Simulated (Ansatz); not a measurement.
**RbVBr3 in the perovskite structure: screened interactions by constrained RPA**

How strongly does the rest of the crystal screen the V shell of RbVBr3 in the perovskite structure?

Calculated with Ansatz 0.2.0; PBE, spin-polarised; plane waves, collinear spin, no spin–orbit coupling.

### 1. Set-up

Symmetry: Pm-3m, No. 221, cubic system. Conventional cell: a = 5.380 Å, b = 5.380 Å, c = 5.380 Å, α = 90.00°, β = 90.00°, γ = 90.00°. Rb has 12 Br at 3.80 Å nearest. Nearest to V lie 6 Br at 2.69 Å. Nearest to Br lie 2 V at 2.69 Å and 4 Rb at 3.80 Å. perovskite prototype, lattice guessed from radii. Farther neighbours and most contacts between anions are not listed.

This cell was built for the study (perovskite prototype, lattice guessed from radii), not taken from an experiment; the compound need not form in this structure.

The cell was relaxed beforehand in Ansatz under PBE with U = 2.08 eV on V d, ortho-atomic projectors, from parallel moments.

### 2. The self-consistent run

Constrained RPA removes the screening that the model will treat itself, so the target bands must be set apart from the rest. This run gives the bands on the mesh of the screening.

input.yaml reads:

```yaml
crystal:
  lattice:
    - [5.38, 0.0, 0.0]
    - [0.0, 5.38, 0.0]
    - [0.0, 0.0, 5.38]
  atoms:
    - { symbol: Rb, position: [0.5, 0.5, 0.5] }
    - { symbol: V, position: [0.0, 0.0, 0.0], spin: 2.0 }
    - { symbol: Br, position: [0.5, 0.0, 0.0] }
    - { symbol: Br, position: [0.0, 0.5, 0.0] }
    - { symbol: Br, position: [0.0, 0.0, 0.5] }
magnetization:
  spin_polarized: true
kpoints:
  mp_grid: { grid: [3, 3, 3] }
hamiltonian:
  xc: pbe
scf:
  occupations: { method: fermi_dirac, width: 0.1 }
  n_extra_bands: 16
output:
  eigenvalues: true
  hubbard:
    sites: [{ species: V, l: d }, { species: Br, l: p }]
    band_weights: true
  write_density: true
  write_potential: true
  elf: true
  volumetric_format: npy
```

Run with:

```
$ ansatz run input.yaml --threads 4 --pin off --max-ram 8192MiB --backend cpu --events-out ev --progress --plain --runs-dir out
```

Numbers of over 12 decimals in the logs are rounded to 6 here.

What it wrote:

```text
scf.n_extra_bands = 16 over 22 filled bands (N_el = 43.0): the run solves 38 bands
Engine: ansatz 0.2.0, aarch64-unknown-linux-gnu
Pseudopotentials: kind: paw
Pseudopotential: Rb, paw, valence charge 9, recommended cutoff 420 eV (normal), Rb.paw.azcp
Pseudopotential: V, paw, valence charge 13, recommended cutoff 420 eV (normal), V.paw.azcp
Pseudopotential: Br, paw, valence charge 7, recommended cutoff 420 eV (normal), Br.paw.azcp
Functional definition: PBE
  parameter kappa = 0.804
  parameter beta = 0.066725
  exchange = pbe_x(kappa = kappa, mu = beta*pi^2/3)
  correlation = pbe_c(beta = beta)
Crystal: 5 atoms, lattice volume = 155.721 Å³
Basis set: ecut = 420 eV, 2969 PW (Γ)
Bands: 38, of which v1, the nominal top of the filled ones, is band 22 counted from 1 (21 counted from 0)
Symmetry: 48 space group operations
Space group: Pm-3m (ITA 221), of the structure as read, at distance tolerance 5.4e-5 Å
Magnetic group: BNS 221.92 (UNI 1594), of the structure as read, at distance tolerance 5.4e-5 Å
k-points: 4 of 27
Non-local potential: Rb, projectors of the file, l = 0: 3, l = 1: 2, l = 2: 2
Non-local potential: V, projectors of the file, l = 0: 3, l = 1: 2, l = 2: 3, l = 3: 1
Non-local potential: Br, projectors of the file, l = 0: 2, l = 1: 2, l = 2: 2
PAW form: soft (Blöchl's): semilocal exchange-correlation on the pseudo side does not see the compensation charge
PAW one-centre angular grid: Rb, 110 points (default); XC on 64 Gauss nodes
PAW one-centre angular grid: V, 590 points (default); XC on 64 Gauss nodes
PAW one-centre angular grid: Br, 110 points (default); XC on 64 Gauss nodes
Initial density: superposition of atomic densities (chi_scale 0.1, normalization cell, long waves kept (reshape's long-wave potential 0.00 eV rms))
Starting moments: Σ|m| = 2 μB on 1 of 5 sites
Initial wavefunctions: pseudopotential atomic-orbital guess
Functional: x = pbe(κ = 0.804, μ = 0.219515), c = pbe(β = 0.066725)
SCF iter   1: F=—  HF=-14535.980510 eV  |F-HF|=—  |Δ(HF+E_count)|=         —  Δρ=5.93e-2 (↑5.93e-2 ↓1.47e-2)  dr2=7.99e0  dr2_m=1.36e0  M=3.000 μB ∫|m|=3.253 μB  β_m=0.30  ethr=3.10e-3  ⟨swp⟩=6.8  Hψ=1509  notcnv=0  defer=32
Mixer restart at iter 1: flushing history
preconditioner: auto → Resta (q_TF=auto, 2.202 Å⁻¹)  ε∞=3.0  [insulator: Δε(μ)=0.325 eV  Ē_g=11.982 eV  σ=0.100 eV  W_gap=0.60  n_scr=26 (ndim 8)  ℏωp=17.1 eV  f_vac=0.000  D(μ)=5.87/eV (n_scr^D=32)  ε∞_Penn≈3.0]
spin=Collinear: Resta preconditioning applied to the charge; magnetization (m = ρ↑ − ρ↓) channel mixes plain (no charge-response kernel on spin).
[...]
SCF iter  11: F=-14534.975588 eV  HF=-14534.975588 eV  |F-HF|=6.68e-9  |Δ(HF+E_count)|=   1.29e-7  Δρ=3.15e-6 (↑3.15e-6 ↓1.20e-6)  dr2=2.79e-8  dr2_m=1.82e-9  M=3.000 μB ∫|m|=3.120 μB  ethr=2.33e-10  ⟨swp⟩=9.9  Hψ=1633  notcnv=0
SCF 1 converged in 11 iterations: F = -14534.975588 eV  dr2 = 2.79e-8
[...]
SCF converged after 11 iterations
Magnetization: 3.0000 μB (23.0000 up, 20.0000 down)
Absolute magnetization: 3.1152 μB (∫|ρ↑−ρ↓|, with the PAW one-centre terms)
Spin contamination: 0.0129 ħ² per cell (⟨S²⟩ above its minimum at these occupations)
Per-site moments (μB) at R_I (Å): [(0.00278936, 1.569247), (2.562728, 1.109625), (0.00257781, 1.109625), (0.00257781, 1.109625), (0.00257781, 1.109625)]
Free energy (F): -14534.975588 eV
Harris-Foulkes:  -14534.975588 eV  (|F-HF|=6.68e-9)
Internal energy: -14534.921002 eV  (E = F + TS)
E sigma→0 (E₀):  -14534.948295 eV
Entropy (-TS):   -0.054586 eV (-10.917 meV/atom)
Fermi energy:    5.188146 eV
--- Per-component energies (eV) ---
  E_band       = -410.011226
  E_kinetic    = 925.907135
  E_local      = -3056.770305  (includes V_loc(G=0)·N_el)
  E_nonlocal   = 345.477595
  E_hartree    = 1130.837496
  E_xc         = -1052.678551
  E_vxc        = -610.307835  (∫ρ·V_xc dr)
  E_paw        = -10475.181204  (= ΣΔE_a)
  E_vpaw       = -276.001216  (= ΣTr[D̂ρ^β])
  E_aug_tail   = 0.000306  (compensation charges beyond the density's cutoff)
  E_ewald      = -2352.513474
  E_smearing   = -0.054586  (= −TS)
  E_closure    = -0.000000  (closes the sum)
  Σ components = -14534.975588   (vs F -14534.975588, Δ=0.00e0)
--- Band table (eV; the first three rows and the last of 8) ---
  k-point 0 ↑: bands = [... 18 lower, 2.7354, 2.7354, 4.1855, 4.1855, 4.1855, 5.3412, 5.3412, 6.8796, ... 12 higher]
  k-point 1 ↑: bands = [... 18 lower, 2.5702, 2.5702, 4.1974, 4.7277, 4.7277, 5.3429, 5.7519, 8.8095, ... 12 higher]
  k-point 2 ↑: bands = [... 18 lower, 2.1093, 2.8476, 4.7183, 4.7336, 4.8703, 5.4899, 6.8200, 9.4931, ... 12 higher]
  k-point 3 ↓: bands = [... 18 lower, 2.8228, 2.9391, 7.5515, 7.6265, 7.6265, 7.9855, 7.9855, 9.4526, ... 12 higher]
--- Occupation matrices: 4 shells (Löwdin-built; ε = 2.00e-2, provisional) ---
  V1 d_3D: site group Oh (m-3m)
  V1 d_3D up     Tr n = 3.3252  λ = 0.209 0.209 0.969 0.969 0.969  [2× z2 0.50 (Eg 1.00) Eg(1.00) | 3× xz 0.33 (T2g 1.00) T2g(1.00)]
  V1 d_3D dn     Tr n = 0.3962  λ = 0.043 0.043 0.043 0.133 0.133  [3× xz 0.33 (T2g 1.00) T2g(1.00) | 2× z2 0.50 (Eg 1.00) Eg(1.00)]
  Br2 p_4P: site group D4h (4/mmm)
  Br2 p_4P up     Tr n = 2.7869  λ = 0.835 0.976 0.976  [x 1.00 A2u(1.00) | 2× z 0.50 Eu(1.00)]
  Br2 p_4P dn     Tr n = 2.7875  λ = 0.872 0.958 0.958  [x 1.00 A2u(1.00) | 2× z 0.50 Eu(1.00)]
  Br3 p_4P: site group D4h (4/mmm)
  Br3 p_4P up     Tr n = 2.7869  λ = 0.835 0.976 0.976  [y 1.00 A2u(1.00) | 2× z 0.50 Eu(1.00)]
  Br3 p_4P dn     Tr n = 2.7875  λ = 0.872 0.958 0.958  [y 1.00 A2u(1.00) | 2× z 0.50 Eu(1.00)]
  Br4 p_4P: site group D4h (4/mmm)
  Br4 p_4P up     Tr n = 2.7869  λ = 0.835 0.976 0.976  [z 1.00 A2u(1.00) | 2× x 0.50 Eu(1.00)]
  Br4 p_4P dn     Tr n = 2.7875  λ = 0.872 0.958 0.958  [z 1.00 A2u(1.00) | 2× x 0.50 Eu(1.00)]
  Tr n, λ and their labels are of the run-group-symmetrised matrices; stabiliser: 48 of 96 elements of G0×{1,Θ} (closed), max defect 1.8e-15 at τ = 4.2e-3
```

It took 1.6 s on 4 threads of Arm Neoverse V1, shared host; peak memory 0.42 GiB; 5.2 s of CPU time.

Reading the cycles: dr2 is the Hartree energy of the density residual (eV), the measure of convergence; HF is the Harris–Foulkes estimate of the energy, which meets the free energy F at convergence.

Spin moment in the sphere by atom:

| atom | spin moment in the sphere (μB) |
| --- | --- |
| Rb1 | 0.00 |
| V2 | 2.56 |
| Br3 | 0.00 |
| Br4 | 0.00 |
| Br5 | 0.00 |

Groups of bands that stay apart from their neighbours at every point of the mesh, lie near the Fermi energy and have the count of the wanted orbitals are tried as targets.

Spin density in the ac plane at fractional y = 0.000, with atoms of V and Br within 0.2 Å of it.

Values in e/Å³, 15 rows by 15 columns, each cell a mean:
```
2.0 1.0 0.2 0.0 0.0 0.0 0.0 0.0 0.0 0.0 0.0 0.0 0.1 0.4 1.6
0.3 0.4 0.1 0.0 0.0 0.0 0.0 0.0 0.0 0.0 0.0 0.0 0.1 0.2 0.4
0.0 0.1 0.1 0.0 0.0 0.0 0.0 0.0 0.0 0.0 0.0 0.0 0.0 0.1 0.1
0.0 0.0 0.0 0.0 0.0 0.0 0.0 0.0 0.0 0.0 0.0 0.0 0.0 0.0 0.0
0.0 0.0 0.0 0.0 0.0 0.0 0.0 0.0 0.0 0.0 0.0 0.0 0.0 0.0 0.0
0.0 0.0 0.0 0.0 0.0 0.0 0.0 0.0 0.0 0.0 0.0 0.0 0.0 0.0 0.0
0.0 0.0 0.0 0.0 0.0 0.0 0.0 0.0 0.0 0.0 0.0 0.0 0.0 0.0 0.0
0.0 0.0 0.0 0.0 0.0 0.0 0.0 0.0 0.0 0.0 0.0 0.0 0.0 0.0 0.0
0.0 0.0 0.0 0.0 0.0 0.0 0.0 0.0 0.0 0.0 0.0 0.0 0.0 0.0 0.0
0.0 0.0 0.0 0.0 0.0 0.0 0.0 0.0 0.0 0.0 0.0 0.0 0.0 0.0 0.0
0.0 0.0 0.0 0.0 0.0 0.0 0.0 0.0 0.0 0.0 0.0 0.0 0.0 0.0 0.0
0.0 0.0 0.0 0.0 0.0 0.0 0.0 0.0 0.0 0.0 0.0 0.0 0.0 0.0 0.0
0.1 0.2 0.1 0.0 0.0 0.0 0.0 0.0 0.0 0.0 0.0 0.0 0.1 0.1 0.2
1.1 0.7 0.2 0.0 0.0 0.0 0.0 0.0 0.0 0.0 0.0 0.0 0.1 0.4 1.0
2.9 1.1 0.1 0.0 0.0 0.0 0.0 0.0 0.0 0.0 0.0 0.0 0.0 0.3 2.0
```
Columns run along a (5.4 Å), rows up along c (5.4 Å). Atoms in or near the plane, at fractional coordinates: V at (0.00, 0.00), Br at (0.50, 0.00), Br at (0.00, 0.50).

Valence density in the ac plane at fractional y = 0.000, with atoms of V and Br within 0.2 Å of it. It is the smooth field of the valence electrons, not physical close to the nuclei.

Ten steps, logarithmic in the rise over the least value, from '0' (0 e/Å³) to '9' (15 e/Å³), each cell a mean:
```
974124433432258
652123444421135
221112333211112
211001111100112
332100000000123
443100000001244
344210000001343
244210000001343
443200000001344
432100000001234
221000011000122
211001222110111
432112344321124
863123444431257
984224423432269
```
Columns run along a (5.4 Å), rows up along c (5.4 Å). Atoms in or near the plane, at fractional coordinates: V at (0.00, 0.00), Br at (0.50, 0.00), Br at (0.00, 0.50).

ELF in the ac plane at fractional y = 0.000, with atoms of V and Br within 0.2 Å of it. It is the smooth field of the valence electrons, not physical close to the nuclei.

Values, 15 rows by 15 columns, each cell a mean:
```
0.73 0.68 0.26 0.15 0.66 0.84 0.47 0.11 0.20 0.71 0.82 0.41 0.11 0.46 0.74
0.45 0.43 0.19 0.15 0.53 0.82 0.82 0.72 0.76 0.85 0.73 0.33 0.12 0.31 0.46
0.09 0.12 0.11 0.11 0.30 0.67 0.83 0.87 0.86 0.78 0.50 0.18 0.10 0.12 0.11
0.43 0.39 0.27 0.12 0.09 0.32 0.61 0.73 0.70 0.50 0.18 0.09 0.18 0.33 0.41
0.83 0.79 0.65 0.36 0.09 0.06 0.21 0.36 0.31 0.13 0.05 0.18 0.50 0.73 0.82
0.61 0.80 0.84 0.69 0.31 0.05 0.03 0.05 0.04 0.03 0.13 0.50 0.78 0.85 0.71
0.06 0.46 0.86 0.81 0.56 0.13 0.02 0.01 0.01 0.04 0.31 0.70 0.86 0.76 0.20
0.02 0.37 0.85 0.83 0.60 0.16 0.02 0.01 0.01 0.05 0.36 0.73 0.87 0.72 0.11
0.30 0.66 0.86 0.76 0.44 0.08 0.02 0.02 0.02 0.03 0.21 0.61 0.83 0.82 0.47
0.83 0.84 0.77 0.53 0.16 0.04 0.08 0.16 0.13 0.05 0.06 0.32 0.67 0.82 0.84
0.69 0.62 0.44 0.19 0.06 0.16 0.44 0.60 0.56 0.31 0.09 0.09 0.30 0.53 0.66
0.15 0.16 0.14 0.10 0.19 0.53 0.76 0.83 0.81 0.69 0.36 0.12 0.11 0.15 0.15
0.24 0.25 0.14 0.14 0.44 0.77 0.86 0.85 0.86 0.84 0.65 0.27 0.11 0.19 0.26
0.67 0.62 0.25 0.16 0.62 0.84 0.66 0.37 0.46 0.80 0.79 0.39 0.12 0.43 0.68
0.71 0.67 0.24 0.15 0.69 0.83 0.30 0.02 0.06 0.61 0.83 0.43 0.09 0.45 0.73
```
Columns run along a (5.4 Å), rows up along c (5.4 Å). Atoms in or near the plane, at fractional coordinates: V at (0.00, 0.00), Br at (0.50, 0.00), Br at (0.00, 0.50).

### 3. Target: d shell, bands v2 to c3 (loose bound)

The whole shell is the model, so no transition inside it screens. The screening is solved for all empty bands at once, to a loose bound.

input.yaml, the sections that differ from step 2:

```yaml
output:
  eigenvalues: true
  crpa:
    kmesh: [3, 3, 3]
    target_bands: [v2, c3]
    projections: [{ species: V, l: d }]
    accuracy: low
# crystal, magnetization, kpoints, hamiltonian, scf: as in step 2
```

What it wrote:

```text
[...]
Crystal: 5 atoms, lattice volume = 155.721 Å³
Basis set: ecut = 420 eV, 2969 PW (Γ)
Bands: 38, of which v1, the nominal top of the filled ones, is band 22 counted from 1 (21 counted from 0)
Symmetry: 48 space group operations
[...]
k-points: 4 of 27
[...]
Starting moments: Σ|m| = 2 μB on 1 of 5 sites
[...]
SCF iter   1: F=—  HF=-14535.980514 eV  |F-HF|=—  |Δ(HF+E_count)|=         —  Δρ=5.93e-2 (↑5.93e-2 ↓1.47e-2)  dr2=7.99e0  dr2_m=1.36e0  M=3.000 μB ∫|m|=3.253 μB  β_m=0.30  ethr=3.10e-3  ⟨swp⟩=6.8  Hψ=1509  notcnv=0  defer=32
[...]
SCF iter  11: F=-14534.975588 eV  HF=-14534.975588 eV  |F-HF|=6.65e-9  |Δ(HF+E_count)|=   1.28e-7  Δρ=3.15e-6 (↑3.15e-6 ↓1.20e-6)  dr2=2.79e-8  dr2_m=1.82e-9  M=3.000 μB ∫|m|=3.120 μB  ethr=2.33e-10  ⟨swp⟩=9.9  Hψ=1631  notcnv=0
SCF 1 converged in 11 iterations: F = -14534.975588 eV  dr2 = 2.79e-8
[...]
NSCF: frozen V_eff on 4 k-points
[...]
cRPA screening: q 1/27
cRPA screening: q 2/27
cRPA screening: q 8/27 (q-point 5)
cRPA screening: q 20/27 (q-point 14)
SCF converged after 11 iterations
Magnetization: 3.0000 μB (23.0000 up, 20.0000 down)
Absolute magnetization: 3.1152 μB (∫|ρ↑−ρ↓|, with the PAW one-centre terms)
[...]
Per-site moments (μB) at R_I (Å): [(0.00278936, 1.569247), (2.562728, 1.109625), (0.00257781, 1.109625), (0.00257781, 1.109625), (0.00257781, 1.109625)]
Free energy (F): -14534.975588 eV
[...]
Internal energy: -14534.921002 eV  (E = F + TS)
E sigma→0 (E₀):  -14534.948295 eV
Entropy (-TS):   -0.054586 eV (-10.917 meV/atom)
Fermi energy:    5.188146 eV
[...]
--- Band table (eV; the first three rows and the last of 8) ---
  k-point 0 ↑: bands = [... 18 lower, 2.7354, 2.7354, 4.1855, 4.1855, 4.1855, 5.3412, 5.3412, 6.8796, ... 12 higher]
  k-point 1 ↑: bands = [... 18 lower, 2.5702, 2.5702, 4.1974, 4.7277, 4.7277, 5.3429, 5.7519, 8.8095, ... 12 higher]
  k-point 2 ↑: bands = [... 18 lower, 2.1093, 2.8476, 4.7183, 4.7336, 4.8703, 5.4899, 6.8200, 9.4931, ... 12 higher]
  k-point 3 ↓: bands = [... 18 lower, 2.8228, 2.9391, 7.5515, 7.6265, 7.6265, 7.9855, 7.9855, 9.4526, ... 12 higher]
--- cRPA (band scheme, projected local orbitals): target bands 21..25 (1-based), 5 Wannier function(s), 3×3×3 mesh, 50 bands' worth read of 55 solved, ecut_chi 136.0 eV, v(q+G=0) probe_charge, pair densities all_electron ---
  bands read: the sum over 50 bands ends inside a degenerate multiplet in 13 slots, whose members it reads at an even weight; the widest, σ=↑ k=0: bands 50 to 52 (counted from 1) at 1/3 each
  χ-basis size per q: N_G = 554..587
  window electrons = 3.0000 (↑ 3.0000, ↓ 0.0000), filled by tetrahedron_uncorrected; constrained ε̄⁻¹(q = 0, 0) head = 0.268725; min gauge Gram eig = 0.7167
  Kanamori averages over each shell's own Wannier functions (sites counted from 0, functions from 1):
    Site 1, 3D, 5 of 5 d orbitals (Wannier functions 1, 2, 3, 4, 5; wannier90's mr 1, 2, 3, 4, 5):
      screened: U = 4.1194 eV, U' = 3.3166 eV, J = 0.3966 eV
      screened d-shell averages: U_bar = F0 = 3.4771 eV, J_bar = 0.5572 eV
      screened uu: U = 4.1967 eV, U' = 3.3720 eV, J = 0.4100 eV
      screened ud: U = 4.1162 eV, U' = 3.3156 eV, J = 0.3961 eV
      screened dd: U = 4.0484 eV, U' = 3.2629 eV, J = 0.3843 eV
      screened, to within: U = 1.2e-1 eV, U' = 1.2e-1 eV, J = 7.0e-3 eV
      screened d-shell averages, to within: U_bar = 1.0e-1 eV, J_bar = 9.9e-3 eV
      screened uu, to within: U = 1.3e-1 eV, U' = 1.3e-1 eV, J = 1.1e-2 eV
      screened ud, to within: U = 1.2e-1 eV, U' = 1.2e-1 eV, J = 1.1e-2 eV
      screened dd, to within: U = 1.1e-1 eV, U' = 1.1e-1 eV, J = 9.9e-3 eV
      bare: V = 15.3180 eV, V' = 14.2875 eV, J = 0.5004 eV
      bare d-shell averages: V_bar = F0 = 14.4936 eV, J_bar = 0.7065 eV
      bare uu: V = 15.6089 eV, V' = 14.5482 eV, J = 0.5167 eV
      bare ud: V = 15.3098 eV, V' = 14.2846 eV, J = 0.4998 eV
      bare dd: V = 15.0436 eV, V' = 14.0327 eV, J = 0.4854 eV
  Hermiticity witness max|P − P†| over intra, direct and exchange elements: 3.11e-15 eV (screened), 1.78e-15 eV (bare)
  Reality witness max|Im| over intra, direct and exchange elements: 1.06e-19 eV (screened), 3.95e-19 eV (bare)
```

Elapsed: 37 s, on 4 threads; peak memory 0.87 GiB; 2.3 min of CPU time.

On average 84 % of these bands' weight lies on the d shell and 6 % on ligand p.

crpa.toml:

```text
format = "ansatz-crpa/5"
scheme = "band"
gauge = "projected_orbitals"
pair_densities = "all_electron"
channels = "collinear"
target_bands = [21, 25] # 1-based inclusive; [v2, c3]
n_wann = 5
kmesh = [3, 3, 3]
coulomb_singularity = "probe_charge" # how the value at q + G = 0 is made
n_bands = 50 # of the sum over states
n_bands_solved = 55 # n_bands and the guard bands above it
multiplets_cut = [{ spin = "up", ik = 0, bands_in_whole_multiplets = 49, multiplet_ends_at = 52 }, { spin = "up", ik = 1, bands_in_whole_multiplets = 49, multiplet_ends_at = 51 }, { spin = "up", ik = 2, bands_in_whole_multiplets = 49, multiplet_ends_at = 51 }, { spin = "up", ik = 3, bands_in_whole_multiplets = 49, multiplet_ends_at = 51 }, { spin = "up", ik = 6, bands_in_whole_multiplets = 49, multiplet_ends_at = 51 }, { spin = "up", ik = 9, bands_in_whole_multiplets = 49, multiplet_ends_at = 51 }, { spin = "up", ik = 18, bands_in_whole_multiplets = 49, multiplet_ends_at = 51 }, { spin = "down", ik = 1, bands_in_whole_multiplets = 49, multiplet_ends_at = 51 }, { spin = "down", ik = 2, bands_in_whole_multiplets = 49, multiplet_ends_at = 51 }, { spin = "down", ik = 3, bands_in_whole_multiplets = 49, multiplet_ends_at = 51 }, { spin = "down", ik = 6, bands_in_whole_multiplets = 49, multiplet_ends_at = 51 }, { spin = "down", ik = 9, bands_in_whole_multiplets = 49, multiplet_ends_at = 51 }, { spin = "down", ik = 18, bands_in_whole_multiplets = 49, multiplet_ends_at = 51 }] # where n_bands ends inside a multiplet, whose members the sum reads at an even weight
ecut_chi_ev = 136.0 # of the sum over states
n_g_chi_min = 554 # of the sum over states
n_g_chi_max = 587 # of the sum over states
occupation_method = "tetrahedron_uncorrected" # the fill of the pass's bands
window_electrons = 3.0
window_electrons_up = 3.0
window_electrons_down = 0.0
eps_inv_head = 0.26872544773437324 # over all bands where the run has bounds, under no bound itself
head_ev = 0.6802396409687977 # what the value at q + G = 0 adds to the screened u_ev, u_prime_ev and u_bar_ev
gauge_min_gram_eig = 0.7167335894588932
accuracy = "low"
bounded_pairs = "on_site"
relative_bound_asked = 0.05 # of a bounded pair's interaction with itself less a negative term about q + G = 0
relative_bound = 0.03611036577427037 # the widest that a transfer ended at; inf where a lower bound tells none
atom_cut_share = 0.012980912364340645 # the most of relative_bound that the cut of the atoms' weakest response takes off q + G = 0
n_iterations_per_q = [2, 1, 1, 1, 1, 1, 1, 1, 1, 1, 1, 1, 1, 1, 1, 1, 1, 1, 1, 1, 1, 1, 1, 1, 1, 1, 1] # Sternheimer iterations of each transfer, or of the one that it is turned from
solved_q = [0, 1, 4, 13] # counted from 0 in that order: the transfers that were solved themselves
n_responses = 70 # of points of the mesh and spins, over the transfers in solved_q
omitted_band_gap_ev = 14.132478991612079 # the levels above the bands read over the highest of their spin channel that holds electrons, at the least
largest_band_residual_ev = 4.23095281583952e-6
dielectric_floor = 0.9221692444955584 # under the dielectric matrices' eigenvalues off q + G = 0

[[shells]]
site = 1 # counted from 0, as a deck's `site` is
l = "d"
label = "3D" # of the pseudo-atomic shell
wannier_functions = [1, 2, 3, 4, 5] # counted from 1, as the tensor files' indices are
mr = [1, 2, 3, 4, 5] # each function's real harmonic by wannier90's number, 1 to 2l+1, in the order of wannier_functions

[shells.screened]
u_ev = 4.11939890693781
u_prime_ev = 3.316554640718376
j_ev = 0.3966052241770424
u_bar_ev = 3.477123493962263
j_bar_ev = 0.5571740774209291

[shells.screened.uu]
u_ev = 4.196743227656482
u_prime_ev = 3.372048047562184
j_ev = 0.4099867519135295

[shells.screened.ud]
u_ev = 4.116237668410078
u_prime_ev = 3.3156166283320223
j_ev = 0.3960670939650487

[shells.screened.dd]
u_ev = 4.0483770632746
u_prime_ev = 3.262937258647277
j_ev = 0.3842999568645429

[shells.screened_half_width]
u_ev = 0.11143962369518212
u_prime_ev = 0.1113787073570627
j_ev = 0.006985399494642487
u_bar_ev = 0.09984658070219402
j_bar_ev = 0.009883660242889515

[shells.screened_half_width.uu]
u_ev = 0.12032770611921226
u_prime_ev = 0.12031716392063785
j_ev = 0.010141687449947114

[shells.screened_half_width.ud]
u_ev = 0.11350471940823237
u_prime_ev = 0.11344029681319638
j_ev = 0.010014865599541057

[shells.screened_half_width.dd]
u_ev = 0.10729385325026737
u_prime_ev = 0.1069001715412881
j_ev = 0.009890420561009996

[shells.bare]
v_ev = 15.318014762411632
v_prime_ev = 14.287501590753589
j_ev = 0.5004250215552697
v_bar_ev = 14.493604225085198
j_bar_ev = 0.7065276558868784

[shells.bare.uu]
v_ev = 15.60885895123555
v_prime_ev = 14.54817943022274
j_ev = 0.5167365873047922

[shells.bare.ud]
v_ev = 15.309821508892716
v_prime_ev = 14.284550692721359
j_ev = 0.4997662150228958

[shells.bare.dd]
v_ev = 15.043557080625547
v_prime_ev = 14.032725547348907
j_ev = 0.48543106887049525
```

| shell | U (eV) | U′ (eV) | J (eV) | bare U (eV) | bare J (eV) |
| --- | --- | --- | --- | --- | --- |
| V2 d | 4.12 | 3.32 | 0.40 | 15.32 | 0.50 |

[end of part 1 of 2]

[Logs and program files are shortened in this print: banners, set-up blocks, solver, clock and traceback lines can be left out without a mark of their own.]

[Logs are printed without paths, hosts, clocks, repeated set-up lines and the standing remarks that a program may print on its own settings, such as how far it seeks lower states.]

[Hosts, paths, dates, database ids (printed as entryN), source tags and the programs' standing remarks are cut or masked in the printed files.]

[Where a cell is said to come from a database of computed structures, the database is the Materials Project.]
